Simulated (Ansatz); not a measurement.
# Cs on Mg(0001): change of the work function

Aim: the work function of Mg(0001) at several coverages of Cs (fcc site), and the dipole that each adsorbate carries.

Calculated with Ansatz 0.2.0; plane-wave DFT, PBE, Ansatz PAW.

## (1) Set-up

The cell holds 4 atoms: 4 Mg. Its edges and angles: a = 3.210 Å, b = 3.210 Å, c = 25.820 Å, α = 90.0°, β = 90.0°, γ = 60.0°. Vacuum lies along c.

## (2) The clean slab

The bare slab comes first, as the zero from which every change is counted. The two lowest layers are held at bulk places and the upper ones relax. The dipole correction removes the false field that a one-sided slab makes across the periodic vacuum, so each face gets a flat vacuum level of its own.

input.yaml reads:

```yaml
crystal:
  lattice:
    - [3.21, 0.0, 0.0]
    - [1.605, 2.7799415461, 0.0]
    - [0.0, 0.0, 25.81956]
  atoms:
    - { symbol: Mg, position: [0.6666666667, 0.6666666667, 0.3485729424] }
    - { symbol: Mg, position: [0.0, 0.0, 0.4495243141] }
    - { symbol: Mg, position: [0.6666666667, 0.6666666667, 0.5504756859] }
    - { symbol: Mg, position: [0.0, 0.0, 0.6514270576] }
kpoints:
  mp_grid: { grid: [12, 12, 1] }
hamiltonian:
  xc: pbe
scf:
  occupations: { method: fermi_dirac, width: 0.1 }
  convergence: { dr2_threshold: 1.0e-08 }
efield:
  axis: 3
  dipole_correction: true
  ramp_position: 0.97
  ramp_width: 0.06
relax:
  f_tol: 0.02
  max_steps: 60
  constraints: [{ sites: [0, 1] }]
output:
  write_potential: true
  write_density: true
  volumetric_format: npy
```

Started as:

```console
$ ansatz run input.yaml --threads 4 --pin off --max-ram 16384MiB --backend cpu --events-out ev --progress --plain --runs-dir out
```

Log:

```text
Engine: ansatz 0.2.0, aarch64-unknown-linux-gnu
Pseudopotentials: kind: paw
Pseudopotential: Mg, paw, valence charge 10, recommended cutoff 420 eV (normal), Mg.paw.azcp
Functional definition: PBE
  parameter kappa = 0.804
  parameter beta = 0.066725
  exchange = pbe_x(kappa = kappa, mu = beta*pi^2/3)
  correlation = pbe_c(beta = beta)
Crystal: 4 atoms, lattice volume = 230.404 Å³
Basis set: ecut = 420 eV, 4575 PW (Γ), exchange–correlation on 48×48×360 points (8 copies of the dense FFT grid, shifted against one another)
Bands: 24, of which v1, the nominal top of the filled ones, is band 20 counted from 1 (19 counted from 0)
Symmetry: 6 space group operations
k-points: 19 of 144 (time reversal used)
Non-local potential: Mg, projectors of the file, l = 0: 3, l = 1: 2, l = 2: 1
PAW form: soft (Blöchl's): semilocal exchange-correlation on the pseudo side does not see the compensation charge
PAW one-centre angular grid: Mg, 110 points (default); XC on 64 Gauss nodes
Initial density: superposition of atomic densities (neutral atoms: chi_scale 0, normalization atom), corrected by the library's trained network
Initial wavefunctions: pseudopotential atomic-orbital guess
Functional: x = pbe(κ = 0.804, μ = 0.219515), c = pbe(β = 0.066725)
SCF iter   1: F=—  HF=-7694.613554 eV  |F-HF|=—  |Δ(HF+E_count)|=         —  Δρ=7.47e-4  dr2=5.39e-3  ethr=1.77e-3  p=0.000 e·Å  D=2.46e-14 V/Å  ΔV_dip=-0.00 eV  dr2_dipole=1.19e-8  V_vac-E_F(+/−)=3.79/3.79 eV  ⟨swp⟩=8.1  Hψ=2477  notcnv=0
efield: sawtooth ramp at fractional position 0.9700 (set: `efield.ramp_position`, or a place that a band, a saddle search or an elastic batch's reference lends), width 0.0600; the density the first Hamiltonian is built on has a dipole p = 0.000 e·Å; the dipole correction subtracts the counter field D = 2.46e-14 V/Å, which shifts the + side's vacuum level by -0.00 eV against the − side's; the planar-averaged density in the ramp window peaks in size at 1.5e-5 e/Å³
preconditioner: auto → LDOS  [metal: Δε(μ)=0.163 eV  Ē_g=4.548 eV  σ=0.100 eV  W_gap=0.39  n_scr=16 (ndim 8)  ℏωp=6.9 eV  f_vac=0.528  D(μ)=2.23/eV (n_scr^D=10)  β→1.0]
SCF iter   2: F=—  HF=-7694.613895 eV  |F-HF|=—  |Δ(HF+E_count)|=   3.41e-4  Δρ=2.82e-4  dr2=3.90e-4  ethr=1.35e-5  p=0.000 e·Å  D=1.21e-5 V/Å  ΔV_dip=-0.00 eV  dr2_dipole=1.36e-8  V_vac-E_F(+/−)=3.82/3.82 eV  ⟨swp⟩=2.1  Hψ=706  notcnv=0
SCF iter   3: F=—  HF=-7694.613928 eV  |F-HF|=—  |Δ(HF+E_count)|=   3.33e-5  Δρ=9.30e-5  dr2=4.23e-5  ethr=9.74e-7  p=-0.000 e·Å  D=-5.89e-8 V/Å  ΔV_dip=0.00 eV  dr2_dipole=1.59e-10  V_vac-E_F(+/−)=3.80/3.80 eV  ⟨swp⟩=2.3  Hψ=617  notcnv=0
SCF iter   4: F=—  HF=-7694.613952 eV  |F-HF|=—  |Δ(HF+E_count)|=   2.42e-5  Δρ=2.68e-5  dr2=4.91e-6  ethr=1.06e-7  p=-0.000 e·Å  D=-1.81e-7 V/Å  ΔV_dip=0.00 eV  dr2_dipole=5.22e-11  V_vac-E_F(+/−)=3.79/3.79 eV  ⟨swp⟩=2.0  Hψ=527  notcnv=0
SCF iter   5: F=—  HF=-7694.613928 eV  |F-HF|=—  |Δ(HF+E_count)|=   2.42e-5  Δρ=6.90e-6  dr2=4.91e-7  ethr=1.23e-8  p=-0.000 e·Å  D=-1.88e-7 V/Å  ΔV_dip=0.00 eV  dr2_dipole=5.14e-11  V_vac-E_F(+/−)=3.79/3.79 eV  ⟨swp⟩=2.1  Hψ=509  notcnv=0
SCF iter   6: F=—  HF=-7694.613928 eV  |F-HF|=—  |Δ(HF+E_count)|=   2.89e-7  Δρ=1.60e-6  dr2=2.03e-8  ethr=1.23e-9  p=-0.000 e·Å  D=-1.01e-7 V/Å  ΔV_dip=0.00 eV  dr2_dipole=9.73e-13  V_vac-E_F(+/−)=3.79/3.79 eV  ⟨swp⟩=2.0  Hψ=530  notcnv=0
SCF iter   7: F=-7694.613928 eV  HF=-7694.613928 eV  |F-HF|=7.76e-10  |Δ(HF+E_count)|=   7.81e-9  Δρ=3.80e-7  dr2=3.39e-10  ethr=2.50e-11  p=-0.000 e·Å  D=-4.93e-9 V/Å  ΔV_dip=0.00 eV  dr2_dipole=6.25e-13  V_vac-E_F(+/−)=3.79/3.79 eV  ⟨swp⟩=8.7  Hψ=2631  notcnv=0
SCF 1 converged in 7 iterations: F = -7694.613928 eV  dr2 = 3.39e-10
  greatest PAW one-centre occupation: 1.000 electrons in one spin orbital (limit 2), on the Mg atom at site 2 (counted from 0), in its partial waves of l = 0
relax step   1: F+E_penalty+E_count = -7694.61392834 eV  Δ(F+E_penalty+E_count) = +0.000e0 eV  max|allowed force component| = 4.415e-2 eV/Å  Δτ_max = 0.0000 Å  (7 SCF iters, accepted)
Initial density: handed on by an earlier stage of this run
Initial wavefunctions: those handed on with the density
iter 1 solved again at ethr=7.55e-6 eV; its pass at ethr=3.10e-3 eV (dr2=3.02e-3 eV) is discarded
SCF iter   1: F=—  HF=-7694.614720 eV  |F-HF|=—  |Δ(HF+E_count)|=         —  Δρ=2.19e-4  dr2=9.85e-4  ethr=7.55e-6  p=-0.000 e·Å  D=-2.12e-8 V/Å  ΔV_dip=0.00 eV  dr2_dipole=5.18e-5  V_vac-E_F(+/−)=3.79/3.79 eV  ⟨swp⟩=2.3  Hψ=1585  notcnv=0
efield: sawtooth ramp at fractional position 0.9700 (set: `efield.ramp_position`, or a place that a band, a saddle search or an elastic batch's reference lends), width 0.0600; the density the first Hamiltonian is built on has a dipole p = -0.000 e·Å; the dipole correction subtracts the counter field D = -2.12e-8 V/Å, which shifts the + side's vacuum level by +0.00 eV against the − side's; the planar-averaged density in the ramp window peaks in size at 3.7e-7 e/Å³
preconditioner: auto → LDOS  [metal: Δε(μ)=0.173 eV  Ē_g=4.535 eV  σ=0.100 eV  W_gap=0.41  n_scr=16 (ndim 8)  ℏωp=6.9 eV  f_vac=0.529  D(μ)=2.24/eV (n_scr^D=10)  β→1.0]
SCF iter   2: F=—  HF=-7694.614661 eV  |F-HF|=—  |Δ(HF+E_count)|=   5.88e-5  Δρ=7.35e-5  dr2=3.77e-5  ethr=2.46e-6  p=-0.000 e·Å  D=-6.75e-5 V/Å  ΔV_dip=0.00 eV  dr2_dipole=1.71e-6  V_vac-E_F(+/−)=3.79/3.79 eV  ⟨swp⟩=2.0  Hψ=503  notcnv=0
SCF iter   3: F=—  HF=-7694.614689 eV  |F-HF|=—  |Δ(HF+E_count)|=   2.74e-5  Δρ=2.08e-5  dr2=3.89e-6  ethr=9.43e-8  p=0.000 e·Å  D=9.60e-5 V/Å  ΔV_dip=-0.00 eV  dr2_dipole=1.68e-10  V_vac-E_F(+/−)=3.79/3.79 eV  ⟨swp⟩=2.0  Hψ=776  notcnv=0
SCF iter   4: F=—  HF=-7694.614664 eV  |F-HF|=—  |Δ(HF+E_count)|=   2.47e-5  Δρ=5.71e-6  dr2=4.02e-7  ethr=9.72e-9  p=0.000 e·Å  D=1.11e-4 V/Å  ΔV_dip=-0.00 eV  dr2_dipole=1.70e-8  V_vac-E_F(+/−)=3.79/3.79 eV  ⟨swp⟩=2.0  Hψ=522  notcnv=0
SCF iter   5: F=-7694.614664 eV  HF=-7694.614664 eV  |F-HF|=2.86e-9  |Δ(HF+E_count)|=   3.01e-8  Δρ=1.43e-6  dr2=7.86e-9  ethr=2.50e-11  p=0.000 e·Å  D=1.31e-4 V/Å  ΔV_dip=-0.00 eV  dr2_dipole=1.10e-9  V_vac-E_F(+/−)=3.79/3.79 eV  ⟨swp⟩=7.8  Hψ=2950  notcnv=0
SCF 2 converged in 5 iterations: F = -7694.614664 eV  dr2 = 7.86e-9
  greatest PAW one-centre occupation: 1.000 electrons in one spin orbital (limit 2), on the Mg atom at site 1 (counted from 0), in its partial waves of l = 0
relax step   2: F+E_penalty+E_count = -7694.61466413 eV  Δ(F+E_penalty+E_count) = -7.358e-4 eV  max|allowed force component| = 1.544e-2 eV/Å  Δτ_max = 0.0287 Å  (5 SCF iters, accepted)
NSCF: frozen V_eff on 19 k-points
the band table was solved once a step of the walk had ended and its energy, with any forces and stress, was formed, with the checks that follow a solve (2497 applications of the Hamiltonian). They found nothing against the state; the energy, forces and stress were not computed again (output.eigenvalues in the input reference)
WARN: The output density's exchange-correlation potential varies sharply where the density is thin. Do not read a vacuum level from v_tot or v_xc, or from such a field of the output density. On a cell that repeats whose density bears no net charge and no dipole along the vacuum's axis use v_es (v_loc + v_h of the components); under efield.dipole_correction with no amplitude use v_es + v_field, which holds any externa [...]
SCF converged after 5 iterations
Free energy (F): -7694.614664 eV
Harris-Foulkes:  -7694.614664 eV  (|F-HF|=2.86e-9)
Internal energy: -7694.543245 eV  (E = F + TS)
E sigma→0 (E₀):  -7694.578954 eV
Entropy (-TS):   -0.071420 eV (-17.855 meV/atom)
Fermi energy:    0.029478 eV
Dipole field:    D = 0.000172 V/Å  (p = 0.000220 e·Å, saw-weighted, corrected)
Work function:   Φ+ = 3.7873 eV   Φ− = 3.7918 eV
Levels:          The Fermi level and band energies are counted from a zero that moves with the ramp; work functions are not
--- Per-component energies (eV) ---
  E_band       = -1655.090314
  E_kinetic    = 297.500952
  E_local      = -32041.579309  (includes V_loc(G=0)·N_el)
  E_nonlocal   = 383.077104
  E_hartree    = 14982.417487
  E_xc         = -112.093321
  E_vxc        = -144.525410  (∫ρ·V_xc dr)
  E_paw        = -1170.697246  (= ΣΔE_a)
  E_vpaw       = -114.398191  (= ΣTr[D̂ρ^β])
  E_aug_tail   = -0.000015  (compensation charges beyond the density's cutoff)
  E_efield     = 0.000000  (sawtooth field / dipole correction)
  E_vefield    = -0.000058  (∫n·V_field dr)
  E_ewald      = 9966.831103
  E_smearing   = -0.071420  (= −TS)
  E_closure    = 0.000000  (closes the sum)
  Σ components = -7694.614664   (vs F -7694.614664, Δ=0.00e0)
--- Forces (eV/Å), atoms counted from 1 ---
  atom   1  Mg    -0.00000000     0.00000000    -0.04352538
  atom   2  Mg     0.00000000    -0.00000000     0.03942650
  atom   3  Mg    -0.00000000     0.00000000    -0.01135308
  atom   4  Mg     0.00000000    -0.00000000     0.01543567
  max |Σ_I F_I| component: 1.63e-5 eV/Å
--- Band table (eV; the first three rows and the last of 19) ---
  k-point 0: bands = [... 16 lower, -6.5118, -5.7358, -4.4563, -2.7079, -0.9499, 1.2324, 2.8336, 3.6962]
  k-point 1: bands = [... 16 lower, -6.3761, -5.6010, -4.3227, -2.5750, -0.8237, 1.3598, 2.9633, 3.8279]
  k-point 2: bands = [... 16 lower, -5.9704, -5.1979, -3.9232, -2.1781, -0.4451, 1.7374, 3.3475, 4.2198]
  k-point 18: bands = [... 16 lower, -0.2640, -0.2571, -0.2503, 0.4095, 0.4203, 0.4303, 1.5893, 2.1911]
--- Relaxed structure (2 steps of the walk, 2 accepted, 0 SCFs on fresh bases) ---
  F+E_penalty+E_count = -7694.61466413 eV   max|allowed force component| = 1.544e-2 eV/Å
  atoms:
    - { symbol: Mg, position: [0.666667, 0.666667, 0.348573] }
    - { symbol: Mg, position: [0.0, 0.0, 0.449524] }
    - { symbol: Mg, position: [0.666667, 0.666667, 0.550673] }
    - { symbol: Mg, position: [0, 0, 0.652538] }
```

The job ended after 3.9 s (4 threads of Arm Neoverse V2, shared host; peak memory 0.51 GiB).

Relaxation path:

```
step  energy less that of the first step (eV)  largest force component (eV/Å)
   1                                   0.0000                          0.0442
   2                                  -0.0007                          0.0154
```

The run keeps the 6 symmetry operations that the program found, so distortions that break them were not tested.

The atoms that moved most (Å):

```
atom     dx     dy     dz  length
 Mg4  0.000  0.000  0.029   0.029
 Mg3  0.000  0.000  0.005   0.005
```

Final coordinates:

```xyz
4
Lattice="3.2100 0.0000 0.0000 1.6050 2.7799 0.0000 0.0000 0.0000 25.8196" Properties=species:S:1:pos:R:3
Mg    3.2100    1.8533    9.0000
Mg    0.0000    0.0000   11.6065
Mg    3.2100    1.8533   14.2181
Mg    0.0000    0.0000   16.8482
```

This step gave:

```
energy at zero smearing   : -7694.5790 eV
work function, upper face : 3.787 eV
dipole along the normal   : 2.20e-4 e·Å
```

Running mean over 2.60652 Å of the planar mean; the ramp of the sawtooth is left out. Electron's electrostatic potential energy less the Fermi level against z:

z (Å), electron's electrostatic potential energy less the Fermi level (eV) and a bar from the least value:
```
      3.5       3.79 ##############################
      4.0       3.79 ##############################
      4.5       3.79 ##############################
      5.0       3.78 ##############################
      5.5       3.74 ##############################
      6.0       3.64 #############################
      6.5       3.35 ############################
      7.0       2.60 #########################
      7.5       0.69 ##################
      8.0      -2.09 ########
      8.5      -3.58 ##
      9.0      -4.02 
      9.5      -4.07 
     10.0      -4.04 
     10.5      -4.02 
     11.0      -4.01 
     11.5      -4.00 
     12.0      -3.99 
     12.5      -3.98 
     13.0      -3.98 
     13.5      -3.99 
     14.0      -4.00 
     14.5      -3.99 
     15.0      -3.95 
     15.5      -3.89 #
     16.0      -3.97 
     16.5      -4.06 
     17.0      -3.95 
     17.5      -3.30 ###
     18.0      -1.31 ###########
     18.5       1.45 #####################
     19.0       2.90 ###########################
     19.5       3.47 #############################
     20.0       3.68 ##############################
     20.5       3.75 ##############################
     21.0       3.78 ##############################
     21.5       3.78 ##############################
     22.0       3.79 ##############################
     22.5       3.79 ##############################
```

The relaxation took 2 steps and lowered the energy by 7.4e-4 eV; the largest force on the free atoms ends at 0.015 eV/Å.

The work function of the upper face is 3.79 eV.

[end of part 1 of 3]

[Long decimals in the printed logs are rounded to 6 places.]

[Logs are printed without paths, hosts, clocks, repeated set-up lines and the standing remarks that a program may print on its own settings, such as how far it seeks lower states.]

[Hosts, paths, dates, database ids (printed as entryN), source tags and the programs' standing remarks are cut or masked in the printed files.]

[Maps of the electrostatic potential energy from Ansatz leave out the sawtooth potential of an applied field or a dipole correction, so their vacuum need not be flat; planar profiles and work functions include it.]
